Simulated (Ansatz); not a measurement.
# What TlBiSe3 (model cell, started as cubic perovskite with Bi in the octahedra) distorts into, part 2 of 3

Which phase does TlBiSe3 (model cell, started as cubic perovskite with Bi in the octahedra) fall into along its unstable mode, and how much energy does it gain?

Ansatz 0.2.0; DFT PBEsol, scalar-relativistic, plane waves, PAW; PAW set soft_1.

So far, highest frequency on the path or at a solved wavevector (cm⁻¹): step 2 (the dispersion) 178. Also lowest frequency on the path (cm⁻¹): step 2 -88.9.

The structure was built from a prototype and need not be the compound's stable phase.

### 4. The mode frozen in, largest atomic shift 0.6 Å

The atoms are moved along the unstable eigenvector, the largest shift by 0.6 Å, with the cell fixed.

input.yaml reads:

```yaml
crystal:
  lattice:
    - [-5.4560481392, 0.0, 0.0]
    - [0.0, -5.4560481392, -5.4560481392]
    - [0.0, -5.4560481392, 5.4560481392]
  atoms:
    - { symbol: Tl, position: [0.0, 0.5057386831, 0.5] }
    - { symbol: Tl, position: [0.0, -0.0057386831, 0.0] }
    - { symbol: Bi, position: [0.5, 0.0100234563, 0.5] }
    - { symbol: Bi, position: [0.5, 0.4899765437, 0.0] }
    - { symbol: Se, position: [0.5, 0.25, 0.25] }
    - { symbol: Se, position: [0.5, 0.75, 0.75] }
    - { symbol: Se, position: [0.5, 0.25, 0.75] }
    - { symbol: Se, position: [0.5, 0.75, 0.25] }
    - { symbol: Se, position: [0.0, -0.0777603236, 0.5] }
    - { symbol: Se, position: [0.0, 0.5777603236, 0.0] }
kpoints:
  mp_grid: { grid: [8, 6, 6] }
hamiltonian:
  xc: pbesol
  pseudopotentials: { kind: paw, azcp: { folder: soft_1 }, xc_functional: pbe }
scf:
  occupations: { method: methfessel_paxton, width: 0.2 }
output:
  forces: true
  stress: true
  eigenvalues: true
```

Command:

```bash
$ ansatz run input.yaml --threads 4 --pin off --max-ram 16384MiB --backend cpu --events-out ev --progress --plain --runs-dir out
```

Numbers of over 12 decimals in the logs are rounded to 6 here.

The program printed:

```text
[...]
Crystal: 10 atoms, lattice volume = 324.836 Å³
Basis set: ecut = 420 eV, 6359 PW (Γ), exchange–correlation on 80×108×108 points (8 copies of the dense FFT grid, shifted against one another)
Bands: 92, of which v1, the nominal top of the filled ones, is band 76 counted from 1 (75 counted from 0)
Symmetry: 8 space group operations
[...]
k-points: 80 of 288
[...]
k-point 0: bands = [... 72 lower, 5.3034, 5.3718, 5.3905, 5.5435, 6.2953, 6.9195, 7.2872, 7.4665, ... 12 higher]
  k-point 1: bands = [... 72 lower, 5.2563, 5.3398, 5.3951, 5.5178, 6.1364, 6.1681, 7.8962, 8.4205, ... 12 higher]
  k-point 2: bands = [... 72 lower, 5.1364, 5.2065, 5.5034, 5.6325, 5.6838, 5.9515, 9.0030, 9.1843, ... 12 higher]
  k-point 79: bands = [... 72 lower, 5.1789, 5.1789, 6.0410, 6.0410, 6.2763, 6.2763, 7.9012, 7.9012, ... 12 higher]
[key lines of the parts left out:]
SCF converged after 10 iterations
Free energy (F): -79628.166737 eV
Fermi energy:    5.886899 eV
P = ⅓ Tr σ = -0.4007 GPa (-4.007 kbar)
```

Run time: 34 s. Hardware: 4 threads of Arm Neoverse V2, shared host; peak memory 1.9 GiB; 2.3 min of CPU time.

This step gave:

| Item | Value |
| --- | --- |
| pressure | -0.4007 GPa |
| energy from the undistorted cell | -49.65 meV/atom |

The energy, extrapolated to zero smearing, is -49.65 meV/atom against the undistorted cell.

The run ends at a pressure of -0.40 GPa, with forces up to 0.35 eV/Å.

### 5. Energy along the mode, all amplitudes (two of the runs are shown above)

An imaginary frequency means negative curvature, so the energy should fall and then rise again as anharmonic terms take over.

Numbers from this step:

```yaml
depth_at_the_lowest_point_sampled: 49.65 meV/atom
largest_atomic_shift_at_that_point: 0.6 Å
```

Table of energy from the parent by largest atomic shift:

| largest atomic shift (Å) | energy from the parent (meV/atom) |
| --- | --- |
| 0.000 | 0 |
| 0.040 | -0.415 |
| 0.080 | -1.64 |
| 0.140 | -4.89 |
| 0.220 | -11.4 |
| 0.320 | -21.7 |
| 0.450 | -36.1 |
| 0.600 | -49.7 |

Displacement at unit largest shift by atom:

| atom | x (Å) | y (Å) | z (Å) | size |
| --- | --- | --- | --- | --- |
| Tl1 | 0.000 | -0.052 | -0.052 | 0.074 |
| Tl2 | 0.000 | 0.052 | 0.052 | 0.074 |
| Bi3 | 0.000 | -0.091 | -0.091 | 0.129 |
| Bi4 | 0.000 | 0.091 | 0.091 | 0.129 |
| Se5 | 0.000 | 0.000 | 0.000 | 0.000 |
| Se6 | 0.000 | 0.000 | 0.000 | 0.000 |
| Se7 | 0.000 | 0.000 | 0.000 | 0.000 |
| Se8 | 0.000 | 0.000 | 0.000 | 0.000 |
| Se9 | 0.000 | 0.707 | 0.707 | 1.000 |
| Se10 | 0.000 | -0.707 | -0.707 | 1.000 |

The lowest of the steps tried is the last one, at 0.6 Å, 49.7 meV/atom below the parent; the bottom of the well need not coincide with a step.

### 6. Relaxation from the frozen mode

Starting from the lowest point found, all atoms and the cell are let go, so that strain and other modes of the same symmetry can join in.

Edit input.yaml of step 4 so:

```diff
@@ -27 +27,6 @@
   eigenvalues: true
+relax:
+  adjacent_minimum: "off"
+  f_tol: 0.002
+  max_steps: 120
+  cell: { stress_tol: 0.03 }
```

The program printed:

```text
[...]
Crystal: 10 atoms, lattice volume = 324.836 Å³
Basis set: ecut = 420 eV, 6359 PW (Γ), exchange–correlation on 80×108×108 points (8 copies of the dense FFT grid, shifted against one another)
Bands: 92, of which v1, the nominal top of the filled ones, is band 76 counted from 1 (75 counted from 0)
Symmetry: 8 space group operations
[...]
k-points: 80 of 288
[...]
SCF iter   1: F=—  HF=-79630.565713 eV  |F-HF|=—  |Δ(HF+E_count)|=         —  Δρ=3.12e-2  dr2=6.91e0  ethr=3.10e-3  ⟨swp⟩=6.9  Hψ=28699  notcnv=0
[...]
SCF iter  10: F=-79628.166737 eV  HF=-79628.166737 eV  |F-HF|=4.44e-9  |Δ(HF+E_count)|=  3.78e-10  S|Δr|=    0.00e0  Δρ=9.72e-7  dr2=6.33e-9  ethr=6.58e-11  ⟨swp⟩=11.9  Hψ=32923  notcnv=0
SCF 1 converged in 10 iterations: F = -79628.166737 eV  dr2 = 6.33e-9
[...]
relax step   1: F+E_penalty+E_count = -79628.16673666 eV  Δ(F+E_penalty+E_count) = +0.000e0 eV  max|allowed force component| = 2.453e-1 eV/Å  Δτ_max = 0.0000 Å  P = -0.401 GPa  Ω = 324.836 Å³  (10 SCF iters, dr2 threshold 1.00e-7 eV, accepted)
Crystal: 10 atoms, lattice volume = 321.170 Å³
Basis set: ecut = 420 eV, 6303 PW (Γ), exchange–correlation on 80×108×108 points (8 copies of the dense FFT grid, shifted against one another)
[...]
SCF iter   7: F=-79628.493064 eV  HF=-79628.493064 eV  |F-HF|=2.47e-7  |Δ(HF+E_count)|=   3.33e-9  S|Δr|=    0.00e0  Δρ=8.40e-6  dr2=4.81e-7  ethr=6.58e-10  ⟨swp⟩=3.5  Hψ=33757  notcnv=0
SCF 2 converged in 7 iterations: F = -79628.493064 eV  dr2 = 4.81e-7
relax step   2: F+E_penalty+E_count = -79628.49306414 eV  Δ(F+E_penalty+E_count) = -3.263e-1 eV  max|allowed force component| = 2.223e-1 eV/Å  Δτ_max = 0.1929 Å  P = -0.381 GPa  Ω = 321.170 Å³  energy of the carried Pulay correction = +2.227e-4 eV  (7 SCF iters, dr2 threshold 1.00e-6 eV, accepted)
Crystal: 10 atoms, lattice volume = 313.712 Å³
Basis set: ecut = 420 eV, 6171 PW (Γ), exchange–correlation on 80×108×108 points (8 copies of the dense FFT grid, shifted against one another)
[...]
SCF iter   8: F=-79628.832184 eV  HF=-79628.832185 eV  |F-HF|=1.07e-7  |Δ(HF+E_count)|=   4.92e-9  S|Δr|=    0.00e0  Δρ=3.79e-6  dr2=1.32e-7  ethr=6.58e-10  ⟨swp⟩=4.1  Hψ=26034  notcnv=0
SCF 3 converged in 8 iterations: F = -79628.832184 eV  dr2 = 1.32e-7
relax step   3: F+E_penalty+E_count = -79628.83218447 eV  Δ(F+E_penalty+E_count) = -3.391e-1 eV  max|allowed force component| = 1.736e-1 eV/Å  Δτ_max = 0.1959 Å  P = -0.084 GPa  Ω = 313.712 Å³  energy of the carried Pulay correction = +6.836e-4 eV  (8 SCF iters, dr2 threshold 1.00e-6 eV, accepted)
[... from here on, the SCF cycles and remarks between the steps are left out ...]
relax step   4: F+E_penalty+E_count = -79629.25230420 eV  Δ(F+E_penalty+E_count) = -4.201e-1 eV  max|allowed force component| = 2.693e-1 eV/Å  Δτ_max = 0.1964 Å  P = -0.088 GPa  Ω = 307.381 Å³  energy of the carried Pulay correction = +1.083e-3 eV  (7 SCF iters, dr2 threshold 1.00e-6 eV, accepted)
relax step   5: F+E_penalty+E_count = -79629.72563219 eV  Δ(F+E_penalty+E_count) = -4.733e-1 eV  max|allowed force component| = 2.988e-1 eV/Å  Δτ_max = 0.1965 Å  P = -0.208 GPa  Ω = 301.102 Å³  energy of the carried Pulay correction = +1.488e-3 eV  (7 SCF iters, dr2 threshold 1.00e-6 eV, accepted)
relax step   6: F+E_penalty+E_count = -79630.10044618 eV  Δ(F+E_penalty+E_count) = -3.748e-1 eV  max|allowed force component| = 1.787e-1 eV/Å  Δτ_max = 0.1956 Å  P = +0.447 GPa  Ω = 292.202 Å³  energy of the carried Pulay correction = +2.075e-3 eV  (8 SCF iters, dr2 threshold 1.00e-6 eV, accepted)
relax step   7: F+E_penalty+E_count = -79630.17827453 eV  Δ(F+E_penalty+E_count) = -7.783e-2 eV  max|allowed force component| = 4.691e-2 eV/Å  Δτ_max = 0.1358 Å  P = +0.542 GPa  Ω = 288.970 Å³  energy of the carried Pulay correction = +2.293e-3 eV  (7 SCF iters, dr2 threshold 1.00e-6 eV, accepted)
relax step   8: F+E_penalty+E_count = -79630.18117859 eV  Δ(F+E_penalty+E_count) = -2.904e-3 eV  max|allowed force component| = 7.013e-2 eV/Å  Δτ_max = 0.0432 Å  P = -0.430 GPa  Ω = 295.413 Å³  energy of the carried Pulay correction = +1.862e-3 eV  (6 SCF iters, dr2 threshold 1.00e-6 eV, accepted)
relax step   9: F+E_penalty+E_count = -79630.18485144 eV  Δ(F+E_penalty+E_count) = -3.673e-3 eV  max|allowed force component| = 7.192e-2 eV/Å  Δτ_max = 0.0155 Å  P = +0.046 GPa  Ω = 292.874 Å³  energy of the carried Pulay correction = +2.031e-3 eV  (6 SCF iters, dr2 threshold 5.27e-7 eV, accepted)
relax step  10: F+E_penalty+E_count = -79630.18656428 eV  Δ(F+E_penalty+E_count) = -1.713e-3 eV  max|allowed force component| = 1.275e-2 eV/Å  Δτ_max = 0.0163 Å  P = -0.046 GPa  Ω = 292.988 Å³  energy of the carried Pulay correction = +2.023e-3 eV  (7 SCF iters, dr2 threshold 3.23e-7 eV, accepted)
relax step  11: F+E_penalty+E_count = -79630.18651660 eV  Δ(F+E_penalty+E_count) = +4.768e-5 eV  max|allowed force component| = 1.394e-2 eV/Å  Δτ_max = 0.0126 Å  P = +0.070 GPa  Ω = 292.361 Å³  energy of the carried Pulay correction = +2.065e-3 eV  (7 SCF iters, dr2 threshold 1.45e-8 eV, rejected (line search))
relax step  12: F+E_penalty+E_count = -79630.18679251 eV  Δ(F+E_penalty+E_count) = -2.282e-4 eV  max|allowed force component| = 1.782e-3 eV/Å  Δτ_max = 0.0061 Å  P = -0.002 GPa  Ω = 292.740 Å³  energy of the carried Pulay correction = +2.039e-3 eV  (9 SCF iters, accepted)
relax step  13: F+E_penalty+E_count = -79630.18856185 eV  Δ(F+E_penalty+E_count) = -1.769e-3 eV  max|allowed force component| = 1.596e-3 eV/Å  Δτ_max = 0.0000 Å  P = +0.013 GPa  Ω = 292.740 Å³  stress off target by 6.23e-2 GPa  SCF on the basis re-selected at this cell (its energy is not comparable with the rows above)  (9 SCF iters)
relax step  14: F+E_penalty+E_count = -79630.18865865 eV  Δ(F+E_penalty+E_count) = -9.680e-5 eV  max|allowed force component| = 2.572e-3 eV/Å  Δτ_max = 0.0029 Å  P = +0.002 GPa  Ω = 292.782 Å³  energy of the carried Pulay correction = -2.224e-6 eV  (6 SCF iters, dr2 threshold 9.70e-9 eV, accepted)
relax step  15: F+E_penalty+E_count = -79630.18867116 eV  Δ(F+E_penalty+E_count) = -1.251e-5 eV  max|allowed force component| = 6.953e-4 eV/Å  Δτ_max = 0.0014 Å  P = -0.001 GPa  Ω = 292.764 Å³  energy of the carried Pulay correction = -9.638e-7 eV  (6 SCF iters, dr2 threshold 4.13e-10 eV, accepted)
[...]
SCF iter   5: F=-79630.188671 eV  HF=-79630.188671 eV  |F-HF|=5.82e-11  |Δ(HF+E_count)|=  1.46e-11  S|Δr|=    0.00e0  Δρ=4.44e-8  dr2=1.61e-11  ethr=1.00e-12  ⟨swp⟩=4.0  Hψ=25503  notcnv=0
SCF 16 converged in 5 iterations: F = -79630.188671 eV  dr2 = 1.61e-11
relax step  16: F+E_penalty+E_count = -79630.18867086 eV  Δ(F+E_penalty+E_count) = +3.026e-7 eV  max|allowed force component| = 7.009e-4 eV/Å  Δτ_max = 0.0000 Å  P = -0.001 GPa  Ω = 292.764 Å³  stress off target by 4.26e-3 GPa  SCF on the basis re-selected at this cell (its energy is not comparable with the rows above)  (5 SCF iters)
basis re-selected at this cell: Δ(F+E_penalty+E_count) = +3.026e-7 eV, ΔP = -0.000 GPa vs the last step (what re-selecting the basis moved, of the pressure what is left beyond the Pulay correction that the steps carried, after the strain that the cell walked since its last selection, with what the two solves' SCF thresholds leave and, on support functions, any second-order correction that the steps lacked; it is no m [...]
SCF converged after 5 iterations
[...]
Free energy (F): -79630.188671 eV
[...]
Internal energy: -79630.191615 eV  (E = F + TS)
E sigma→0 (E₀):  -79630.189407 eV
Entropy (-TS):   0.002944 eV (0.294 meV/atom)
Fermi energy:    8.113524 eV
Step filling:    the computed levels leave a gap of 0.0239 eV = 0.1 smearing widths at the electron count; against every level under it full and every level over it empty, smearing changes F+E_penalty+E_count by +2.947 meV and its σ→0 estimate by +2.211 meV
[...]
--- Forces (eV/Å), atoms counted from 1 ---
  atom   1  Tl    -0.00000000    -0.00006575    -0.00006575
  atom   2  Tl     0.00000000     0.00006575     0.00006575
  atom   3  Bi    -0.00000000    -0.00016371    -0.00016371
  atom   4  Bi     0.00000000     0.00016371     0.00016371
  atom   5  Se     0.00000000     0.00000000     0.00000000
  atom   6  Se     0.00000000     0.00000000    -0.00000000
  atom   7  Se    -0.00000000    -0.00000000     0.00000000
  atom   8  Se     0.00000000     0.00000000    -0.00000000
  atom   9  Se     0.00000000     0.00070089     0.00070089
  atom  10  Se     0.00000000    -0.00070089    -0.00070089
  max |Σ_I F_I| component: 6.51e-18 eV/Å
--- Stress (GPa, compression-positive) ---
       -0.004258      -0.000000       0.000000
       -0.000000       0.000601      -0.000111
        0.000000      -0.000111       0.000601
  P = ⅓ Tr σ = -0.0010 GPa (-0.010 kbar)
--- Band table (eV; the first three rows and the last of 80) ---
  k-point 0: bands = [... 72 lower, 6.7690, 6.9610, 7.1901, 7.7524, 8.2653, 8.2839, 8.5963, 9.1075, ... 12 higher]
  k-point 1: bands = [... 72 lower, 6.7917, 6.8854, 7.1282, 7.9390, 8.3660, 8.3807, 8.4636, 9.1966, ... 12 higher]
  k-point 2: bands = [... 72 lower, 6.9483, 7.0340, 7.1851, 7.7979, 8.0892, 8.2160, 9.1323, 9.4390, ... 12 higher]
  k-point 79: bands = [... 72 lower, 6.6888, 6.6888, 7.9474, 7.9474, 8.7777, 8.7777, 9.2331, 9.2331, ... 12 higher]
--- Relaxed structure (14 steps of the walk, 13 accepted, 2 SCFs on fresh bases) ---
  F+E_penalty+E_count = -79630.18867086 eV   max|allowed force component| = 7.009e-4 eV/Å   (the final SCF, on the basis selected at the relaxed cell)
  cell:  # Å, volume = 292.7640 Å³
    - [-4.314028, 0, 0]
    - [0, -6.158056, -6.158056]
    - [0, -5.510121, 5.510121]
  atoms:
    - { symbol: Tl, position: [0, 0.420428, 0.500000] }
    - { symbol: Tl, position: [0, 0.079572, 6.938893903907228e-18] }
    - { symbol: Bi, position: [0.5, 0.014441, 0.500000] }
    - { symbol: Bi, position: [0.5, 0.485559, 0.0] }
    - { symbol: Se, position: [0.5, 0.25, 0.25] }
    - { symbol: Se, position: [0.5, 0.750000, 0.750000] }
    - { symbol: Se, position: [0.5, 0.250000, 0.750000] }
    - { symbol: Se, position: [0.5, 0.75, 0.250000] }
    - { symbol: Se, position: [0, -0.206606, 0.5] }
    - { symbol: Se, position: [0, 0.706606, 0.0] }
```

The job ended after 10 min (4 threads; peak memory 2 GiB).

Relaxation path:

| step | energy less that of the first step (eV) | largest force component (eV/Å) | pressure (GPa) | volume (Å³) |
| --- | --- | --- | --- | --- |
| 1 | 0.0000 | 0.2453 | -0.40 | 324.84 |
| 2 | -0.3263 | 0.2223 | -0.38 | 321.17 |
| 3 | -0.6654 | 0.1736 | -0.08 | 313.71 |
| 4 | -1.0856 | 0.2693 | -0.09 | 307.38 |
| 5 | -1.5589 | 0.2988 | -0.21 | 301.10 |
| 6 | -1.9337 | 0.1787 | 0.45 | 292.20 |
| 7 | -2.0115 | 0.0469 | 0.54 | 288.97 |
| 8 | -2.0144 | 0.0701 | -0.43 | 295.41 |
| 9 | -2.0181 | 0.0719 | 0.05 | 292.87 |
| 10 | -2.0198 | 0.0127 | -0.05 | 292.99 |
| 11 | -2.0198 | 0.0139 | 0.07 | 292.36 |
| 12 | -2.0201 | 0.0018 | 0.00 | 292.74 |
| 13* | -2.0218 | 0.0016 | 0.01 | 292.74 |
| 14 | -2.0219 | 0.0026 | 0.00 | 292.78 |
| 15 | -2.0219 | 0.0007 | 0.00 | 292.76 |
| 16* | -2.0219 | 0.0007 | 0.00 | 292.76 |

Relaxation steps marked * repeat the geometry before them on a plane-wave basis chosen anew for their cell, so energy and pressure can jump there. Relaxation step 11 was tried and not accepted.

Forces are held to the 8 operations that the run works with; a distortion that breaks them can't arise in this run.

| cell as run | before | after | change |
| --- | --- | --- | --- |
| a (Å) | 5.456 | 4.314 | -20.9 % |
| b (Å) | 7.716 | 8.709 | +12.9 % |
| c (Å) | 7.716 | 7.792 | +1.0 % |
| volume (Å³/atom) | 32.48 | 29.28 | -9.9 % |

The atoms that moved most (Å, as changes of fractional coordinates times the final cell):

| atom | dx | dy | dz | length |
| --- | --- | --- | --- | --- |
| Se9 | 0.000 | 0.793 | 0.793 | 1.122 |
| Se10 | 0.000 | -0.793 | -0.793 | 1.122 |
| Tl2 | 0.000 | -0.525 | -0.525 | 0.743 |
| Tl1 | 0.000 | 0.525 | 0.525 | 0.743 |
| Bi3 | 0.000 | -0.027 | -0.027 | 0.038 |
| Bi4 | 0.000 | 0.027 | 0.027 | 0.038 |

This step gave:

```yaml
pressure: -0.001019 GPa
volume_per_atom: 29.28 Å³
```

The distorted start has space group Pmma; the relaxation ends in Pmma.

### 7. The new phase in its own primitive cell

The relaxed structure is symmetrised, reduced to its primitive cell and relaxed tightly, as its phonons need.

input.yaml, the sections that differ from step 6:

```yaml
crystal:
  lattice:
    - [7.7924885072, 0.0, 0.0]
    - [0.0, 4.3140275506, 0.0]
    - [0.0, 0.0, 8.7088066976]
  atoms:
    - { symbol: Tl, position: [0.25, 0.0, 0.1704280855] }
    - { symbol: Tl, position: [0.75, 0.0, 0.8295719145] }
    - { symbol: Bi, position: [0.25, 0.5, 0.7644412073] }
    - { symbol: Bi, position: [0.75, 0.5, 0.2355587927] }
    - { symbol: Se, position: [0.5, 0.5, 0.0] }
    - { symbol: Se, position: [0.0, 0.5, 0.5] }
    - { symbol: Se, position: [0.0, 0.5, 0.0] }
    - { symbol: Se, position: [0.5, 0.5, 0.5] }
    - { symbol: Se, position: [0.25, 0.0, 0.5433935513] }
    - { symbol: Se, position: [0.75, 0.0, 0.4566064487] }
kpoints:
  mp_grid: { grid: [6, 8, 4] }
relax:
  adjacent_minimum: "off"
  f_tol: 0.001
  max_steps: 60
  cell: { stress_tol: 0.01 }
# hamiltonian, scf, output: as in step 6
```

The program printed:

```text
[...]
Crystal: 10 atoms, lattice volume = 292.764 Å³
Basis set: ecut = 420 eV, 5697 PW (Γ), exchange–correlation on 108×60×120 points (8 copies of the dense FFT grid, shifted against one another)
Bands: 92, of which v1, the nominal top of the filled ones, is band 76 counted from 1 (75 counted from 0)
Symmetry: 8 space group operations
[...]
k-points: 60 of 192
[...]
- { symbol: Tl, position: [0.75, 0, 0.829964] }
    - { symbol: Bi, position: [0.250000, 0.5, 0.764728] }
    - { symbol: Bi, position: [0.75, 0.5, 0.235272] }
    - { symbol: Se, position: [0.500000, 0.5, 0] }
    - { symbol: Se, position: [0, 0.5, 0.5] }
    - { symbol: Se, position: [0, 0.5, 0] }
    - { symbol: Se, position: [0.500000, 0.5, 0.5] }
    - { symbol: Se, position: [0.250000, 0, 0.541890] }
    - { symbol: Se, position: [0.75, 0, 0.458110] }
[key lines of the parts left out:]
SCF converged after 5 iterations
Free energy (F): -79630.193738 eV
Fermi energy:    8.140648 eV
P = ⅓ Tr σ = -0.0011 GPa (-0.011 kbar)
```

It took 2.2 min on 4 threads; peak memory 1.6 GiB; 8.8 min of CPU time.

The steps of the relaxation:

| step | energy less that of the first step (eV) | largest force component (eV/Å) | pressure (GPa) | volume (Å³) |
| --- | --- | --- | --- | --- |
| 1 | 0.0000 | 0.0187 | -0.02 | 292.76 |
| 2 | -0.0003 | 0.0028 | -0.04 | 292.62 |
| 3 | -0.0005 | 0.0057 | 0.04 | 291.96 |
| 4 | -0.0005 | 0.0014 | 0.00 | 292.16 |
| 5 | -0.0005 | 0.0002 | 0.00 | 292.16 |
| 6* | -0.0005 | 0.0002 | 0.00 | 292.16 |

Relaxation steps marked * repeat the geometry before them on a plane-wave basis chosen anew for their cell, so energy and pressure can jump there.

Forces are held to the 8 operations that the run works with; a distortion that breaks them can't arise in this run.

| conventional cell, symmetrised | before | after | change |
| --- | --- | --- | --- |
| a (Å) | 7.792 | 7.797 | +0.1 % |
| b (Å) | 4.314 | 4.298 | -0.4 % |
| c (Å) | 8.709 | 8.718 | +0.1 % |
| volume (Å³/atom) | 29.28 | 29.22 | -0.2 % |

The atoms that moved most (Å, as changes of fractional coordinates times the final cell):

| atom | dx | dy | dz | length |
| --- | --- | --- | --- | --- |
| Se10 | 0.000 | 0.000 | 0.013 | 0.013 |
| Se9 | 0.000 | 0.000 | -0.013 | 0.013 |

Numbers from this step:

```yaml
pressure: -0.001137 GPa
volume_per_atom: 29.22 Å³
```

The largest force component left is 0.20 meV/Å and the pressure is -0.001 GPa, within the tolerances set. The cell now holds 29.22 Å³/atom.

(Continued in part 3 of 3.)

[Logs are printed without paths, hosts, clocks, repeated set-up lines and the standing remarks that a program may print on its own settings, such as how far it seeks lower states.]

[Hosts, paths, dates, database ids (printed as entryN), source tags and the programs' standing remarks are cut or masked in the printed files.]
